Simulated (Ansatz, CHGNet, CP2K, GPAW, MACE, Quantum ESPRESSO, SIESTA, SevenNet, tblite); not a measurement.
## Glassy ZnIn2Ga2O7 (96 atoms): runs against a plane-wave reference

Density of this cell: 6.00 g/cm³. The cell holds 96 atoms: 16 Ga, 16 In, 56 O and 8 Zn. Its edges and angles: a = 10.656 Å, b = 10.656 Å, c = 10.656 Å, α = 90.0°, β = 90.0°, γ = 90.0°. 96 atoms (16 Fe, 16 Sc, 56 O, 8 Zn) placed at random at 4.16 g/cm³, melted at 4500 K for 20 ps at fixed volume with the Morse and Coulomb pair potential with partial charges (Pedone, Malavasi, Menziani, Cormack and Segre, J. Phys. Chem. B 110, 11780 (2006)). Quenched from 4500 K to 300 K at 100 K/ps and fixed volume, held 5 ps. Then Fe was replaced by Ga, Sc was replaced by In (the potential has no terms for the new elements, so the cell is a start for a DFT relaxation). Then every atom was moved at random, 0.03 Å r.m.s. a Cartesian component.

Geometry: as built.

The reference, a calculation:

* method: Kohn-Sham DFT, PBE, SSSP efficiency 1.3.0 pseudopotentials, plane waves (Quantum ESPRESSO 7.5); sssp-pbe-1.3.0-efficiency, cutoffs 60/480 Ry, Γ point
* r.m.s. force component: 1.051 eV/Å
* longest force: 4.411 eV/Å
* pressure: 4.903 GPa
* gap (highest filled to lowest empty level): 0.5121 eV
* time: 10 min on 4 MPI ranks of Arm Neoverse V1, shared host
* CPU time: 41 min

Runs, in no order:
A. MACE MP-0b3 medium potential: machine-learned interatomic potential MACE MP-0b3 medium, trained on PBE(+U) plane-wave data
B. GPAW PBE, LCAO dzp, h 0.18 Å, other mixer settings: Kohn-Sham DFT, PBE, PAW, atomic orbitals (dzp)
C. CP2K PBE, DZVP-MOLOPT-SR, 800/50 Ry, OT CG: Kohn-Sham DFT, PBE, GTH-PBE pseudopotentials, Gaussian and plane waves, DZVP-MOLOPT-SR-GTH, orbital transformation
D. SIESTA PBE, SZP, shift 0.01 Ry, mesh 500 Ry: Kohn-Sham DFT, PBE, PseudoDojo 0.4.1 norm-conserving pseudopotentials (converted to PSML), numerical atomic orbitals (SZP), diagonalisation

Q: Order them from the smallest to the largest r.m.s. force difference.

C, A, D, B.

| run | Δ force, r.m.s. (meV/Å) | share of r.m.s. force (%) | CPU time |
| --- | --- | --- | --- |
| C. CP2K PBE, DZVP-MOLOPT-SR, 800/50 Ry, OT CG | 65.6 | 6.25 | 33 min |
| A. MACE MP-0b3 medium potential | 100 | 9.54 | 9.6 s |
| D. SIESTA PBE, SZP, shift 0.01 Ry, mesh 500 Ry | 168 | 16.0 | 9.8 min |
| B. GPAW PBE, LCAO dzp, h 0.18 Å, other mixer settings | 307 | 29.2 | 11 min |

Machine-learned potentials mimic data converged in k, so the reference's own k-point error enters their differences. The network of bonds at the start is that of the classical potential that made the cell, and needn't be the one that DFT or experiment would give. The electronic-structure runs sample only Γ, in a cell whose shortest periodic width is 11 Å.

[Hosts, paths, dates, database ids (printed as entryN), source tags and the programs' standing remarks are cut or masked in the printed files.]
